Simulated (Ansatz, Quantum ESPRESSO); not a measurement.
## AlN (P6_3mc): third-order response

Which lines does AlN (P6_3mc) show in Raman and infrared spectra?

Method: DFT LDA, scalar-relativistic, plane waves, PseudoDojo norm-conserving pseudopotentials, in Quantum ESPRESSO 8.0 development, patched.

The experiments to compare with:

“Electronic structure and chemical bonding anisotropy investigation of wurtzite AlN” (2011, arxiv:1112.6088) quotes from earlier work for AlN, wurtzite (literature value): lattice constant a (a lattice parameter, reported experimental value) 3.111 Å [Literature experimental value cited in the paper's theory part].

“Structural, Surface and Optical Studies of m- and c-Face AlN Crystals Grown by Physical Vapor Transport Method” (2023, pmc:10004678) reports for AlN, wurtzite, by micro-Raman, 532 nm excitation (m-face PVT-grown bulk crystal, 300 K): Raman mode (E2(low)) about 247.6 cm⁻¹; Raman mode (A1(TO)) about 610.4 cm⁻¹ [m-face sample; 325 nm excitation gives 609.2 cm-1]; Raman mode (E2(high)) about 656.1 cm⁻¹ [stress-sensitive mode; residual stress in the crystal is evaluated from it]; Raman mode (E1(TO)) about 669.1 cm⁻¹.

This is a report of a sequence of runs, with most program output left out.

The database entry behind the starting cell differs from later determinations by our own check (inner coordinate u about 0.002 short), so it need not match the best structure at ambient conditions.

### Step 1. Set-up

Symmetry: P6_3mc, No. 186, hexagonal system. The conventional cell has a = 3.113 Å, b = 3.113 Å, c = 4.981 Å, α = 90.00°, β = 90.00°, γ = 120.00°. Nearest to Al lie 4 N at 1.89 Å. Nearest to N lie 4 Al at 1.89 Å. Farther neighbours and most contacts between anions are not listed.

Structure file:

```cif
data_structure
_symmetry_space_group_name_H-M 'P 1'
_symmetry_Int_Tables_number 1
_cell_length_a 3.1130
_cell_length_b 3.1130
_cell_length_c 4.9810
_cell_angle_alpha 90.000
_cell_angle_beta 90.000
_cell_angle_gamma 120.000
_cell_volume 41.80
loop_
_atom_site_label
_atom_site_type_symbol
_atom_site_fract_x
_atom_site_fract_y
_atom_site_fract_z
_atom_site_occupancy
Al1 Al 0.33333 0.66667 0.00000 1
Al2 Al 0.66667 0.33333 0.50000 1
N3 N 0.33333 0.66667 0.38000 1
N4 N 0.66667 0.33333 0.88000 1
```

### Step 2. A probe with smearing

A cheap run with smearing and empty bands tells whether the crystal has a gap, which decides between fixed occupations and smearing later on.

Contents of probe.in:

```
&control
   calculation = 'scf'
   prefix = 'x'
   outdir = './tmp'
   pseudo_dir = './pseudo'
   tprnfor = .true.
   tstress = .true.
   verbosity = 'high'
/
&system
   ibrav = 4
   celldm(1) = 5.88271743
   celldm(3) = 1.60006425
   nat = 4
   ntyp = 2
   ecutwfc = 84.0
   occupations = 'smearing'
   smearing = 'gaussian'
   degauss = 0.01
/
&electrons
   conv_thr = 1.0d-07
   mixing_beta = 0.7
   electron_maxstep = 100
/
ATOMIC_SPECIES
 Al     26.9815  Al.upf
 N      14.0070  N.upf
ATOMIC_POSITIONS crystal
 Al     0.333333330   0.666666670   0.000000000
 Al     0.666666670   0.333333330   0.500000000
 N      0.333333330   0.666666670   0.380000000
 N      0.666666670   0.333333330   0.880000000
K_POINTS automatic
 6 6 4 0 0 0
```

On the command line:

```bash
$ OMP_NUM_THREADS=1 mpirun -n 8 pw.x -nk 8 -in probe.in > probe.out
```

The job ended after 4.7 s (8 MPI ranks of Intel Xeon at 2.70GHz, shared host).

Read from the output:

- volume per atom: 10.45 Å³
- pressure: -5.879 GPa
- gap on the k-mesh: 4.256 eV

A gap of 4.3 eV opens on this mesh, so the crystal is taken as an insulator; the start stands at -5.9 GPa.

### Step 3. Relaxation

Frequencies change by per cents with a per cent of volume, so the structure is first brought to rest at this level of theory.

Contents of relax.in:

```
&control
   calculation = 'vc-relax'
   prefix = 'x'
   outdir = './tmp'
   pseudo_dir = './pseudo'
   tprnfor = .true.
   tstress = .true.
   forc_conv_thr = 2.0d-05
   etot_conv_thr = 1.0d-07
   nstep = 40
/
&system
   ibrav = 4
   celldm(1) = 5.88271743
   celldm(3) = 1.60006425
   nat = 4
   ntyp = 2
   ecutwfc = 84.0
   occupations = 'fixed'
   nbnd = 10
/
&electrons
   conv_thr = 1.0d-11
   mixing_beta = 0.7
   electron_maxstep = 100
/
&ions
/
&cell
   press_conv_thr = 0.2
/
ATOMIC_SPECIES
 Al     26.9815  Al.upf
 N      14.0070  N.upf
ATOMIC_POSITIONS crystal
 Al     0.333333330   0.666666670   0.000000000
 Al     0.666666670   0.333333330   0.500000000
 N      0.333333330   0.666666670   0.380000000
 N      0.666666670   0.333333330   0.880000000
K_POINTS automatic
 9 9 6 0 0 0
```

On the command line:

```bash
$ OMP_NUM_THREADS=1 mpirun -n 8 pw.x -nk 8 -in relax.in > relax.out
```

Wall time 46 s (8 MPI ranks).

Relaxation path:

```
step  energy less that of the first step (eV)  largest force (eV/Å)  pressure (GPa)  volume (Å³)
   1                                   0.0000                0.1142           -5.85        41.80
   2                                  -0.0237                0.0331            0.13        40.57
   3                                  -0.0238                0.0234            0.00        40.59
   4                                  -0.0239                0.0113           -0.03        40.60
   5                                  -0.0239                0.0000           -0.01        40.59
   6                                  -0.0239                0.0000            0.00        40.59
   7                                  -0.0238                0.0000           -0.01        40.59
```

```
conventional cell, symmetrised  before  after  change
                         a (Å)   3.113  3.082  -1.0 %
                         b (Å)   3.113  3.082  -1.0 %
                         c (Å)   4.981  4.933  -1.0 %
              volume (Å³/atom)   10.45  10.15  -2.9 %
```

The relaxed structure:

```
CELL_PARAMETERS angstrom
3.08214 0.00000 0.00000
-1.54107 2.66921 0.00000
0.00000 0.00000 4.93347
ATOMIC_POSITIONS crystal
Al 0.33333 0.66667 0.99902
Al 0.66667 0.33333 0.49902
N 0.33333 0.66667 0.38098
N 0.66667 0.33333 0.88098
```

The last row of the table of steps is pw.x's closing run on a basis chosen anew for the final cell, so its energy can jump.

Numbers from this step:

```
volume per atom   : 10.15 Å³
pressure          : -0.008 GPa
gap on the k-mesh : 4.492 eV
```

The volume changes by -2.9 % from the cell with which this run began.

### Step 4. Self-consistent run for the response

Perturbation theory inherits every error of the wavefunctions, so the threshold is set near the limit of the arithmetic. With a gap, occupations are fixed, which also allows the response to an electric field.

Contents of scf.in:

```
&control
   calculation = 'scf'
   prefix = 'x'
   outdir = './tmp'
   pseudo_dir = './pseudo'
   tprnfor = .true.
   tstress = .true.
/
&system
   ibrav = 4
   celldm(1) = 5.82439501
   celldm(3) = 1.60066386
   nat = 4
   ntyp = 2
   ecutwfc = 84.0
   occupations = 'fixed'
   nbnd = 10
/
&electrons
   conv_thr = 1.0d-12
   mixing_beta = 0.7
   electron_maxstep = 100
/
ATOMIC_SPECIES
 Al     26.9815  Al.upf
 N      14.0070  N.upf
ATOMIC_POSITIONS crystal
 Al     0.333333333   0.666666667  -0.000977205
 Al     0.666666667   0.333333333   0.499022795
 N      0.333333333   0.666666667   0.380977205
 N      0.666666667   0.333333333   0.880977205
K_POINTS automatic
 9 9 6 0 0 0
```

On the command line:

```bash
$ OMP_NUM_THREADS=1 mpirun -n 8 pw.x -nk 8 -in scf.in > scf.out
```

Wall time 14 s (8 MPI ranks).

Numbers from this step:

```yaml
pressure: -0.008333 GPa
```

The cell stands at -0.0083 GPa, close enough for phonons.

### Step 5. Zone-centre response

At q = 0 one unit cell holds all displacements; symmetry groups them into irreducible representations that are solved one by one. The response to a field gives ε∞ and the Born charges, which polar modes need. Third-order response adds the Raman tensors.

Contents of ph.in:

```
phonons
&inputph
   prefix = 'x'
   outdir = './tmp'
   fildyn = 'g.dyn'
   tr2_ph = 1.0d-18
   epsil = .true.
   lraman = .true.
   elop = .true.
/
0.000000000000 0.000000000000 0.000000000000
```

On the command line:

```bash
$ OMP_NUM_THREADS=1 mpirun -n 8 ph.x -nk 8 -in ph.in > ph.out
```

Wall time 6.2 min (8 MPI ranks); 49 min of CPU time.

Read from the output:

| Quantity | Value |
| --- | --- |
| miss of the charge sum rule | 0.001080 e |
| largest acoustic frequency at the zone centre before the sum rule | -1.34 cm⁻¹ |
| highest optical zone-centre mode (no LO-TO term) | 735.8 cm⁻¹ |
| lowest optical zone-centre mode | 241.6 cm⁻¹ |
| mean high-frequency dielectric constant | 4.422 |
| largest Born charge in size (third of the trace) | 2.563 e |

Born charge (rows field, columns displacement), before the sum rule (e), principal values of the symmetric part by kind of site:

```
atom  atoms with these values    low  middle   high   mean
 Al1                        2   2.51    2.51   2.67   2.56
  N3                        2  -2.67   -2.51  -2.51  -2.56
```

In full for N3:

```
-2.51  0.00  0.00
 0.00 -2.51  0.00
 0.00  0.00 -2.67
```

High-frequency dielectric tensor:

```
4.35 0.00 0.00
0.00 4.35 0.00
0.00 0.00 4.57
```

The acoustic modes at Γ come out as far as 1.3 cm⁻¹ from zero, where they should vanish, a small numerical error; the Born charges miss their sum rule by 0.0011 e, which is good.

### Step 6. Zone-centre analysis

A rigid shift of the crystal must cost nothing, but grids and finite bases break this; the acoustic sum rule is imposed before the matrix is diagonalised again. With Born charges the intensities follow, and the static dielectric tensor.

Contents of dynmat.in:

```
&input
   fildyn = 'g.dyn'
   asr = 'crystal'
   fileig = 'dynmat.eig'
   lperm = .true.
/
```

On the command line:

```bash
$ dynmat.x -in dynmat.in > dynmat.out
```

The job ended after 0.67 s (1 thread).

Read from the output:

- mean static dielectric constant: 8.383

Unit eigenvectors of the mass-weighted matrix after the sum rule; no LO-TO term. Modes at Γ, with each element's share of the kinetic energy:

```
mode  frequency (cm⁻¹)  symmetry  Al %  N %
   1               0.0  acoustic    66   34
   2               0.0  acoustic    66   34
   3               0.0  acoustic    66   34
   4             241.6        E2    71   29
   5             241.6        E2    71   29
   6             554.8        B1   100    0
   7             625.2        A1    34   66
   8             672.7        E2    29   71
   9             672.7        E2    29   71
  10             683.4        E1    34   66
  11             683.4        E1    34   66
  12             735.8        B1     0  100
```

Displacements in mode 5 (241.6 cm⁻¹), the largest set to 1:
```
Al1  0.52  1.00  0.00
Al2 -0.52 -1.00  0.00
N3  -0.47 -0.89  0.00
N4   0.47  0.89  0.00
```

Displacements in mode 12 (735.8 cm⁻¹), the largest set to 1:
```
Al1  0.00  0.00  0.00
Al2  0.00  0.00  0.00
N3   0.00  0.00  1.00
N4   0.00  0.00 -1.00
```

Degenerate modes summed, no LO-TO term. Lines of the infrared spectrum (strongest = 100):

```
position (cm⁻¹)  lines merged  label  IR intensity, relative
            242             2     E2                     0.0
            555             1     B1                     0.0
            625             1     A1                      57
            673             2     E2                     0.0
            683             2     E1                     100
            736             1     B1                     0.0
```

Degenerate modes summed. Lines of the Raman spectrum (strongest = 100):

```
position (cm⁻¹)  lines merged  label  Raman activity, relative
            242             2     E2                       0.6
            555             1     B1                       0.0
            625             1     A1                       100
            673             2     E2                        92
            683             2     E1                        48
            736             1     B1                       0.0
```

Static dielectric tensor (ions relaxed, fixed cell):

```
7.89 0.00 0.00
0.00 7.89 0.00
0.00 0.00 9.36
```

The rule moves no optical mode by more than 0.1 cm⁻¹.

### Step 7. Sum rules set otherwise (asr no)

Without the rule the raw error of the acoustic modes shows.

Contents of dynmat.in:

```
&input
   fildyn = 'g.dyn'
   asr = 'no'
   fileig = 'dynmat.eig'
   lperm = .true.
/
```

On the command line:

```bash
$ dynmat.x -in dynmat.in > dynmat.out
```

Wall time 0.66 s (1 thread).

Zone-centre frequencies as printed; negative means imaginary. Modes:

```
mode  frequency (cm⁻¹)
   1             -1.34
   2              -1.3
   3              -1.3
   4             241.6
   5             241.6
   6             554.8
   7             625.2
   8             672.7
   9             672.7
  10             683.5
  11             683.5
  12             735.8
```

Against the first rule no mode moves by more than 1.4 cm⁻¹.

### Step 8. Sum rules set otherwise: a sum rule for molecules or wires on a crystal

This rule also removes rotations, which suits wires and not a crystal; it is tried to see the harm.

Contents of dynmat.in:

```
&input
   fildyn = 'g.dyn'
   asr = 'one-dim'
   fileig = 'dynmat.eig'
   lperm = .true.
/
```

On the command line:

```bash
$ dynmat.x -in dynmat.in > dynmat.out
```

It took 0.67 s on 1 thread.

The program raised no error, yet the settings are not those of a careful run.

The fault: a sum rule for molecules or wires on a crystal; 1 optical mode is projected out to zero frequency, as if it were a rotation.

For a crystal the rule has to be 'simple' or 'crystal'.

Zone-centre frequencies as printed; negative means imaginary. Modes:

```
mode  frequency (cm⁻¹)
   1                 0
   2                 0
   3                 0
   4                 0
   5             243.3
   6             458.8
   7             554.8
   8             625.2
   9             675.1
  10             683.5
  11             686.1
  12             735.8
```

### Step 9. The LO-TO splitting (1 0 0)

A longitudinal polar mode sets up a macroscopic field that stiffens it; the term hangs on the direction from which q goes to zero.

Contents of dynmat.in:

```
&input
   fildyn = 'g.dyn'
   asr = 'crystal'
   fileig = 'dynmat.eig'
   q(1) = 1.0
   q(2) = 0.0
   q(3) = 0.0
/
```

On the command line:

```bash
$ dynmat.x -in dynmat.in > dynmat.out
```

It took 0.68 s on 1 thread.

This step gave:

- highest mode moved by the LO-TO term: 920.6 cm⁻¹

Zone-centre frequencies as printed; negative means imaginary. Modes:

```
mode  frequency (cm⁻¹)
   1                 0
   2                 0
   3                 0
   4             241.6
   5             241.6
   6             554.8
   7             625.2
   8             672.7
   9             672.7
  10             683.5
  11             735.8
  12             920.6
```

The field moves one mode, from 684 to 921 cm⁻¹; the others stay.

### Step 10. Modes along a direction of q (0 0 1)

Contents of dynmat.in:

```
&input
   fildyn = 'g.dyn'
   asr = 'crystal'
   fileig = 'dynmat.eig'
   q(1) = 0.0
   q(2) = 0.0
   q(3) = 1.0
/
```

On the command line:

```bash
$ dynmat.x -in dynmat.in > dynmat.out
```

Wall time 0.69 s (1 thread).

This step gave:

```
highest mode moved by the LO-TO term : 895.3 cm⁻¹
```

Zone-centre frequencies as printed; negative means imaginary. Modes:

```
mode  frequency (cm⁻¹)
   1                 0
   2                 0
   3                 0
   4             241.6
   5             241.6
   6             554.8
   7             672.7
   8             672.7
   9             683.5
  10             683.5
  11             735.8
  12             895.3
```

The field moves one mode, from 625 to 895 cm⁻¹; the others stay.

### Step 11. Modes along a direction of q (1 1 1)

Contents of dynmat.in:

```
&input
   fildyn = 'g.dyn'
   asr = 'crystal'
   fileig = 'dynmat.eig'
   q(1) = 1.0
   q(2) = 1.0
   q(3) = 1.0
/
```

On the command line:

```bash
$ dynmat.x -in dynmat.in > dynmat.out
```

The job ended after 0.69 s (1 thread).

Read from the output:

```yaml
highest_mode_moved_by_the_lo_to_term: 913.0 cm⁻¹
```

Zone-centre frequencies as printed; negative means imaginary. Modes:

```
mode  frequency (cm⁻¹)
   1                 0
   2                 0
   3                 0
   4             241.6
   5             241.6
   6             554.8
   7             644.4
   8             672.7
   9             672.7
  10             683.5
  11             735.8
  12               913
```

The field moves 2 modes; the highest of them now lies at 913 cm⁻¹, where the highest that moved away lay at 684.

[end of part 1 of 2]

[Host names and launcher messages were left out of these logs when they were recorded.]

[Logs are printed without paths, hosts, clocks, repeated set-up lines and the standing remarks that a program may print on its own settings, such as how far it seeks lower states.]

[Hosts, paths, dates, database ids (printed as entryN), source tags and the programs' standing remarks are cut or masked in the printed files.]
